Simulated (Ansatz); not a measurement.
# Moving the knobs of a GW run on GaN (P6_3mc)

A base run on GaN (P6_3mc), then changed inputs.

Calculated with Ansatz 0.2.0; G0W0 on PBE, plane waves, PAW.

The database entry behind the starting cell has ideal inner coordinates that were not refined, so it need not match the best structure at ambient conditions.

### 1. Starting point

It takes space group P6_3mc (No. 186, hexagonal). The conventional cell has a = 3.190 Å, b = 3.190 Å, c = 5.189 Å, α = 90.00°, β = 90.00°, γ = 120.00°. Nearest to Ga lie 4 N at 1.95 Å. N has 4 Ga at 1.95 Å nearest. Farther neighbours and most contacts between anions are not listed.

Structure file:

```cif
data_structure
_symmetry_space_group_name_H-M 'P6_3mc'
_symmetry_Int_Tables_number 186
_cell_length_a 3.1900
_cell_length_b 3.1900
_cell_length_c 5.1890
_cell_angle_alpha 90.000
_cell_angle_beta 90.000
_cell_angle_gamma 120.000
_cell_volume 45.73
loop_
_atom_site_label
_atom_site_type_symbol
_atom_site_symmetry_multiplicity
_atom_site_Wyckoff_symbol
_atom_site_fract_x
_atom_site_fract_y
_atom_site_fract_z
_atom_site_occupancy
Ga1 Ga 2 b 0.66667 0.33333 0.00000 1
N1 N 2 b 0.66667 0.33333 0.37500 1
```

The cell and positions come from the Crystallography Open Database and are kept as given unless a step says otherwise. The default PAW set here is soft_2. Its files were made with PBE.

### 2. The base run: 6×6×4 mesh, 48 empty bands, screening to 60 eV

Now the one-shot GW correction: screening in the RPA, then the self-energy of the levels asked for.

input.yaml

```yaml
crystal:
  lattice:
    - [3.19, 0.0, 0.0]
    - [-1.595, 2.7626210381, 0.0]
    - [0.0, 0.0, 5.189]
  atoms:
    - { symbol: Ga, position: [0.6666666667, 0.3333333333, 0.0] }
    - { symbol: Ga, position: [0.3333333333, 0.6666666667, 0.5] }
    - { symbol: "N", position: [0.6666666667, 0.3333333333, 0.375] }
    - { symbol: "N", position: [0.3333333333, 0.6666666667, 0.875] }
kpoints:
  mp_grid: { grid: [6, 6, 4] }
hamiltonian:
  xc: pbe
scf:
  occupations: { method: fixed }
gw:
  n_empty_bands: 48
  ecut_chi: 60
  qp_bands: [v2, c2]
  qp_kpoints: band_edges
  screening: { model: contour_deformation }
```

Command:

```
ansatz run input.yaml --threads 3 --pin off --max-ram 92160MiB --backend cuda --events-out ev --progress --plain --runs-dir out --devices 1 --max-vram 13GiB  # rebuilt from the run's record
```

Numbers of over 12 decimals in the logs are rounded to 6 here.

The log of the run:

```text
GPUs: using 1 of 1 available (devices: 1).
Engine: ansatz 0.2.0, x86_64-unknown-linux-gnu
Pseudopotentials: kind: paw
Pseudopotential: Ga, paw, valence charge 13, recommended cutoff 420 eV (normal), Ga.paw.azcp
Pseudopotential: N, paw, valence charge 5, recommended cutoff 420 eV (normal), N.paw.azcp
Functional definition: PBE
  parameter kappa = 0.804
  parameter beta = 0.066725
  exchange = pbe_x(kappa = kappa, mu = beta*pi^2/3)
  correlation = pbe_c(beta = beta)
device memory: the entry about to start is reckoned to put 0.6 GiB on a device that reports 47.4 GiB free (of which the cap on the GPU budget leaves the run 13.0 GiB)
GPU FFT provider: cuFFT
GPU libraries: cuBLAS 13.8.2, cuFFT 12.4.0, cuSOLVER 12.3.4
Crystal: 4 atoms, lattice volume = 45.729 Å³
Basis set: ecut = 420 eV, 917 PW (Γ)
Bands: 22, of which v1, the nominal top of the filled ones, is band 18 counted from 1 (17 counted from 0)
Symmetry: 12 space group operations
Space group: P63mc (ITA 186), of the structure as read, at distance tolerance 3.6e-5 Å
k-points: 21 of 144 (time reversal used)
Non-local potential: Ga, projectors of the file, l = 0: 2, l = 1: 2, l = 2: 3, l = 3: 1
Non-local potential: N, projectors of the file, l = 0: 2, l = 1: 2, l = 2: 1
PAW form: soft (Blöchl's): semilocal exchange-correlation on the pseudo side does not see the compensation charge
PAW one-centre angular grid: Ga, 590 points (default); XC on 64 Gauss nodes
PAW one-centre angular grid: N, 110 points (default); XC on 64 Gauss nodes
Initial density: superposition of atomic densities (neutral atoms: chi_scale 0, normalization atom), corrected by the library's trained network
Initial wavefunctions: pseudopotential atomic-orbital guess
GPU buffer pool allocated for 20736 grid points (all kernels)
GPU transforms: local potential and band sums: pruned to the plane-wave sphere, on 24×24×36
Functional: x = pbe(κ = 0.804, μ = 0.219515), c = pbe(β = 0.066725)
SCF iter   1: F=—  HF=-8335.810736 eV  |F-HF|=—  |Δ(HF+E_count)|=         —  Δρ=7.81e-4  dr2=1.40e-4  ethr=1.77e-3  ⟨swp⟩=3.3  Hψ=1750  notcnv=0  defer=13
preconditioner: auto → Resta (q_TF=auto, 2.622 Å⁻¹)  ε∞=5.0  [insulator: Δε(μ)=1.883 eV  Ē_g=16.570 eV  n_scr=22 (ndim 8)  ℏωp=32.9 eV  f_vac=0.009  ε∞_Penn≈5.0]
SCF iter   2: F=—  HF=-8335.811261 eV  |F-HF|=—  |Δ(HF+E_count)|=   5.25e-4  Δρ=3.95e-4  dr2=2.53e-5  ethr=3.88e-7  ⟨swp⟩=2.2  Hψ=1053  notcnv=0  defer=40
SCF iter   3: F=—  HF=-8335.811366 eV  |F-HF|=—  |Δ(HF+E_count)|=   1.05e-4  Δρ=2.10e-4  dr2=8.50e-6  ethr=7.02e-8  ⟨swp⟩=2.0  Hψ=782  notcnv=0  defer=8
SCF iter   4: F=—  HF=-8335.811407 eV  |F-HF|=—  |Δ(HF+E_count)|=   4.06e-5  Δρ=4.85e-5  dr2=8.19e-7  ethr=2.36e-8  ⟨swp⟩=2.0  Hψ=834  notcnv=0  defer=40
[...]
E_aug_tail   = 0.000128  (compensation charges beyond the density's cutoff)
  E_ewald      = -3172.508547
  E_smearing   = -0.000000  (= −TS)
  E_closure    = 0.000000  (closes the sum)
  Σ components = -8335.811409   (vs F -8335.811409, Δ=0.00e0)
--- Band table (eV; the first three rows and the last of 21) ---
  k-point 0: bands = [... 14 lower, 8.6474, 9.6278, 9.6921, 9.6921, 11.5806, 13.9342, 18.8719, 19.5675]
  k-point 1: bands = [... 14 lower, 8.7941, 8.7941, 9.5324, 9.5324, 12.7783, 14.0378, 18.4856, 19.2483]
  k-point 2: bands = [... 14 lower, 9.1568, 9.1568, 9.1568, 9.1568, 13.9164, 13.9164, 18.1708, 18.1708]
  k-point 20: bands = [... 14 lower, 5.5188, 5.5188, 8.1992, 8.1992, 16.1062, 16.1062, 16.9875, 16.9875]
--- G₀W₀: contour deformation, 6 samples at zero and on the imaginary axis and 2 off it, 144 q-points, 48 empty bands' worth ---
  eigenvalues of the whole cell's RPA ε∞ on this k-mesh (on a slab, of 1 + 4πα/V) = 6.1263, 6.1263, 6.1278; static W/v taken at q = 0 is 0.163219
  bands read: the sum over 66 bands ends inside a degenerate multiplet in 1 slot, whose members it reads at an even weight; the widest, k=1: bands 66 to 67 (counted from 1) at 1/2 each
  gw.qp_kpoints: band_edges: 15 of 21 stored k-points solved, in 1 pass; an edge of the gap read off the rows below is read off those points alone
    valence top: of the k-points left out ik 12 came nearest to being solved in a further pass, in band 18 (counted from 1, as in the quasiparticle table): it holds the edge there only if its correction is more favourable than any solved in that band by at least 0.924 eV; those differ by 0.401 eV
    conduction bottom: of the k-points left out ik 12 came nearest to being solved in a further pass, in band 19 (counted from 1, as in the quasiparticle table): it holds the edge there only if its correction is more favourable than any solved in that band by at least 2.581 eV; those differ by 0.760 eV
  `?` marks the rows in doubt; gw_qp.tsv's column doubts and the gw_qp event give each row's grounds
    ik  band        ε_KS         Σx   Σc(E_QP)       V_xc       Z   E_QP_lin       E_QP  E_QP is
     0    17      9.6921   -23.8523     3.5068   -20.2232  0.7761     9.5696     9.5698  root
     0    18      9.6921   -23.8523     3.5068   -20.2232  0.7761     9.5696     9.5698  root
     0    19     11.5806   -11.5318    -3.3731   -15.7615  0.8107    12.4466    12.4372  root
     0    20     13.9342   -10.1728    -4.0589   -15.2781  0.8132    14.9981    14.9806  root
     1    17      9.5324   -23.7165     3.5479   -20.0228  0.7755     9.3863     9.3866  root
     1    18      9.5324   -23.7165     3.5479   -20.0228  0.7755     9.3863     9.3866  root
     1    19     12.7783   -12.2011    -3.2892   -16.4856  0.8011    13.7880    13.7737  root
     1    20     14.0378   -10.1538    -4.0759   -15.2986  0.8104    15.1255    15.1066  root
[...]
18    20     17.4703   -11.2738    -4.9704   -17.8980  0.7710    19.2258    19.1241  root ?
    20    17      8.1992   -22.2730     3.7764   -18.2362  0.7693     7.9377     7.9388  root
    20    18      8.1992   -22.2730     3.7764   -18.2362  0.7693     7.9377     7.9388  root
    20    19     16.1062    -9.5272    -4.4080   -14.9663  0.8069    17.1572    17.1374  root
    20    20     16.1062    -9.5272    -4.4080   -14.9663  0.8069    17.1572    17.1374  root
[key lines of the parts left out:]
SCF converged after 6 iterations
Free energy (F): -8335.811409 eV
Fermi energy:    9.692075 eV
```

Wall time 13 s (1 × NVIDIA H100 80GB HBM3 (shared by 6 runs) with 3 threads of AMD EPYC 7R13 (Zen 3), shared host); peak memory 1 GiB.

Numbers from this step:

* bands summed: 66
* RPA ε∞ on this mesh (eigenvalues): 6.126, 6.126, 6.128
* plane waves in the screening matrix: 43
* q-points in the mesh: 144
* G0W0 gap on the mesh: 2.867 eV
* k of the valence top: 0, 0, 0
* k of the conduction bottom: 0, 0, 0
* starting gap on the mesh: 1.889 eV
* Z at the valence top: 0.7761
* Z at the conduction bottom: 0.8107
* least direct G0W0 gap on the computed points: 2.867 eV

The gap on the mesh goes from 1.89 eV to 2.87 eV, a correction of +0.98 eV. Between the two edge states, bare exchange in place of the xc potential would open the gap by 7.86 eV, and correlation takes back 6.88 eV.

### 3. Variant: static remainder

This step: G0W0 on PBE, plane waves, norm-conserving pseudopotentials.

input.yaml, the sections that differ from step 2:

```yaml
kpoints:
  mp_grid: { grid: [6, 6, 2] }
hamiltonian:
  xc: pbe
  pseudopotentials: { kind: nc }
gw:
  n_empty_bands: 48
  ecut_chi: 100
  qp_bands: [v2, c2]
  qp_kpoints: band_edges
  screening: { model: contour_deformation }
  static_remainder: true
# crystal, scf: as in step 2
```

The log of the run:

```text
Warning: gw takes pair_densities: pseudo, which can misplace gaps by tens of per cent, since gw.static_remainder lacks the terms of the atoms
GPUs: using 1 of 1 available (devices: 1).
[...]
GPU FFT provider: cuFFT
GPU libraries: cuBLAS 13.8.2, cuFFT 12.4.0, cuSOLVER 12.3.4
Crystal: 4 atoms, lattice volume = 45.729 Å³
Basis set: ecut = 1240 eV, 4559 PW (Γ)
Bands: 22, of which v1, the nominal top of the filled ones, is band 18 counted from 1 (17 counted from 0)
[... 1 set-up line as in the run before ...]
[...]
k-points: 14 of 72
[...]
GPU buffer pool allocated for 96000 grid points (all kernels)
[...]
SCF iter   1: F=—  HF=-4753.804156 eV  |F-HF|=—  |Δ(HF+E_count)|=         —  Δρ=9.26e-2  dr2=4.31e0  ethr=3.10e-3  ⟨swp⟩=4.9  Hψ=1310  notcnv=0  defer=26
[...]
SCF iter   8: F=-4752.681862 eV  HF=-4752.681862 eV  |F-HF|=3.89e-9  |Δ(HF+E_count)|=   7.76e-8  Δρ=3.55e-6  dr2=4.42e-9  ethr=2.78e-10  ⟨swp⟩=5.6  Hψ=1048  notcnv=0
SCF 1 converged in 8 iterations: F = -4752.681862 eV  dr2 = 4.42e-9
[...]
NSCF: frozen V_eff on 14 k-points, pencils in batches of 32, up to order 88
[...]
NSCF: frozen V_eff on 14 k-points
G₀W₀ screening: q 1/14
[... further progress lines ...]
SCF converged after 8 iterations
Free energy (F): -4752.681862 eV
[...]
Internal energy: -4752.681862 eV  (E = F + TS)
E sigma→0 (E₀):  -4752.681862 eV
Fermi energy:    10.636443 eV
[...]
--- Band table (eV; the first three rows and the last of 14) ---
  k-point 0: bands = [... 14 lower, 9.5933, 10.5738, 10.6364, 10.6364, 12.5468, 14.8888, 19.8304, 20.5104]
  k-point 1: bands = [... 14 lower, 10.1015, 10.1015, 10.1015, 10.1015, 14.8767, 14.8767, 19.1209, 19.1209]
  k-point 2: bands = [... 14 lower, 8.9135, 9.0881, 10.2877, 10.3999, 14.0697, 16.1637, 18.7812, 19.5525]
  k-point 13: bands = [... 14 lower, 6.4656, 6.4656, 9.1471, 9.1471, 17.0573, 17.0573, 17.9398, 17.9398]
[...]
static-remainder magnitude (band-truncation diagnostic): 1.1765 eV
[...]
0    17     10.6364   -21.2735     2.6541   -18.3860  0.7696    10.4021    10.4030  root
     0    18     10.6364   -21.2735     2.6541   -18.3860  0.7696    10.4021    10.4030  root
     0    19     12.5468    -9.9541    -3.7597   -13.9236  0.7989    12.7571    12.7566  root
     0    20     14.8888    -8.6965    -4.4057   -13.3910  0.8055    15.1789    15.1776  root
     1    17     10.1015   -21.1638     2.9143   -17.8587  0.7679     9.7080     9.7107  root
     1    18     10.1015   -21.1638     2.9143   -17.8587  0.7679     9.7080     9.7107  root
     1    19     14.8767    -9.6130    -4.2986   -14.2592  0.7934    15.2261    15.2243  root
     1    20     14.8767    -9.6130    -4.2986   -14.2592  0.7934    15.2261    15.2243  root
[...]
13    17      9.1471   -20.9214     3.3443   -16.9316  0.7616     8.4933     8.5017  root
    13    18      9.1471   -20.9214     3.3443   -16.9316  0.7616     8.4933     8.5017  root
    13    19     17.0573    -7.8218    -4.8280   -13.0289  0.7984    17.4390    17.4363  root
    13    20     17.0573    -7.8218    -4.8280   -13.0289  0.7984    17.4390    17.4363  root
```

The job ended after 8.7 s (1 × NVIDIA H100 80GB HBM3 (shared by 6 runs) with 3 threads; peak memory 1 GiB).

Against the base:

| setting | base | variant |
| --- | --- | --- |
| files | default PAW | norm-conserving |
| mesh | 6×6×4 | 6×6×2 |
| screening cutoff (eV) | 60 | 100 |
| static remainder | - | true |

| quantity | variant | base |
| --- | --- | --- |
| starting gap on the mesh | 1.910 | 1.889 |
| G0W0 gap on the mesh | 2.354 | 2.867 |
| least direct G0W0 gap on the computed points | 2.354 | 2.867 |
| Z at the valence top | 0.770 | 0.776 |
| Z at the conduction bottom | 0.799 | 0.811 |

### 4. Variant: no symmetry

This step: G0W0 on PBE, plane waves, PAW.

Changes to input.yaml since step 3:

```diff
@@ -10,2 +10,3 @@
     - { symbol: "N", position: [0.3333333333, 0.6666666667, 0.875] }
+  symmetry: { detect: false }
 kpoints:
@@ -14,3 +15,2 @@
   xc: pbe
-  pseudopotentials: { kind: nc }
 scf:
@@ -19,3 +19,3 @@
   n_empty_bands: 48
-  ecut_chi: 100
+  ecut_chi: 60
   qp_bands: [v2, c2]
@@ -23,2 +23 @@
   screening: { model: contour_deformation }
-  static_remainder: true
```

The log of the run:

```text
GPUs: using 1 of 1 available (devices: 1).
[...]
GPU FFT provider: cuFFT
GPU libraries: cuBLAS 13.8.2, cuFFT 12.4.0, cuSOLVER 12.3.4
Crystal: 4 atoms, lattice volume = 45.729 Å³
Basis set: ecut = 420 eV, 917 PW (Γ)
Bands: 22, of which v1, the nominal top of the filled ones, is band 18 counted from 1 (17 counted from 0)
Symmetry: 1 space group operations
k-points: 40 of 72 (time reversal used)
[...]
GPU buffer pool allocated for 20736 grid points (all kernels)
[...]
SCF iter   1: F=—  HF=-8335.810360 eV  |F-HF|=—  |Δ(HF+E_count)|=         —  Δρ=8.15e-4  dr2=1.58e-4  ethr=1.77e-3  ⟨swp⟩=3.9  Hψ=3229  notcnv=0  defer=41
[...]
SCF iter   6: F=-8335.811087 eV  HF=-8335.811087 eV  |F-HF|=4.19e-9  |Δ(HF+E_count)|=   2.39e-7  Δρ=3.40e-6  dr2=4.72e-9  ethr=2.71e-10  ⟨swp⟩=3.1  Hψ=3368  notcnv=0
SCF 1 converged in 6 iterations: F = -8335.811087 eV  dr2 = 4.72e-9
[...]
G₀W₀ screening: q 1/40
[... further progress lines ...]
SCF converged after 6 iterations
Free energy (F): -8335.811087 eV
[...]
Internal energy: -8335.811087 eV  (E = F + TS)
E sigma→0 (E₀):  -8335.811087 eV
Fermi energy:    9.690637 eV
[...]
--- Band table (eV; the first three rows and the last of 40) ---
  k-point 0: bands = [... 14 lower, 8.6462, 9.6277, 9.6906, 9.6906, 11.5803, 13.9337, 18.8720, 19.5673]
  k-point 1: bands = [... 14 lower, 9.1555, 9.1555, 9.1555, 9.1555, 13.9159, 13.9159, 18.1710, 18.1710]
  k-point 2: bands = [... 14 lower, 7.9659, 8.1408, 9.3416, 9.4539, 13.1066, 15.2096, 17.8308, 18.6017]
  k-point 39: bands = [... 14 lower, 7.7575, 7.7575, 7.7812, 7.7812, 14.0805, 14.0805, 17.4623, 17.4623]
[...]
0    17      9.6906   -23.8080     3.4821   -20.2230  0.7713     9.5876     9.5878  root
     0    18      9.6906   -23.8080     3.4821   -20.2230  0.7713     9.5876     9.5878  root
     0    19     11.5803   -11.4628    -3.4612   -15.7612  0.8041    12.4302    12.4174  root
     0    20     13.9337   -10.1937    -4.0710   -15.2782  0.8078    14.9694    14.9472  root
     1    17      9.1555   -23.3611     3.6278   -19.5525  0.7695     8.9742     8.9747  root
     1    18      9.1555   -23.3611     3.6278   -19.5525  0.7695     8.9742     8.9747  root
     1    19     13.9159   -10.8696    -3.9354   -15.8805  0.7965    15.0176    14.9913  root
     1    20     13.9159   -10.8696    -3.9354   -15.8805  0.7965    15.0176    14.9913  root
[...]
24    20     17.4696   -11.2686    -5.0204   -17.8975  0.7656    19.2002    19.0783  root ?
[...]
39    17      7.7812   -22.2862     3.8972   -18.0499  0.7613     7.4398     7.4421  root
    39    18      7.7812   -22.2862     3.8972   -18.0499  0.7613     7.4398     7.4421  root
    39    19     14.0805    -9.0223    -3.9935   -13.7116  0.8097    14.7853    14.7762  root
    39    20     14.0805    -9.0223    -3.9935   -13.7116  0.8097    14.7853    14.7762  root
```

It took 16 s on 1 × NVIDIA H100 80GB HBM3 (shared by 6 runs) with 3 threads; peak memory 1 GiB.

The G0W0 gap on the mesh is 2.830 eV.

Against the base:

| setting | base | variant |
| --- | --- | --- |
| mesh | 6×6×4 | 6×6×2 |
| symmetry detection | - | false |

| quantity | variant | base |
| --- | --- | --- |
| starting gap on the mesh | 1.890 | 1.889 |
| G0W0 gap on the mesh | 2.830 | 2.867 |
| least direct G0W0 gap on the computed points | 2.830 | 2.867 |
| Z at the valence top | 0.771 | 0.776 |
| Z at the conduction bottom | 0.804 | 0.811 |

### 5. Results

| Property | Result |
| --- | --- |
| base | 2.87 eV, 13 s |
| static remainder | 2.35 eV, 8.7 s |
| no symmetry | 2.83 eV, 16 s |

What this shows: Static remainder: the gap moves by −0.51 eV (the plane-wave cutoff goes from 420 to 1240 eV); such settings are too crude to quote. The variant differs from the base in files, mesh, screening cutoff and static remainder together, so the change can't be laid to one of them. This option needs pseudo pair densities, which the log warns can misplace gaps. No symmetry: the gap moves by −0.04 eV. The variant differs from the base in mesh and symmetry detection together, so the change can't be laid to one of them. Symmetry itself changes the cost, not the physics. All runs here use a coarse mesh and modest cutoffs; they test settings and are not final values. The many-body steps are scalar-relativistic: spin-orbit coupling is not in them.

[Paths, hosts, dates, memory and timing lines, banners, echoed tables and standing remarks are left out of the program output.]

[Logs are printed without paths, hosts, clocks, repeated set-up lines and the standing remarks that a program may print on its own settings, such as how far it seeks lower states.]

[Runs of the session that timed out or met a known fault of the program may be left out.]

[Cells called generated may have been cut or substituted from an entry of the Crystallography Open Database or the Materials Project.]

[Hosts, paths, dates, database ids (printed as entryN), source tags and the programs' standing remarks are cut or masked in the printed files.]
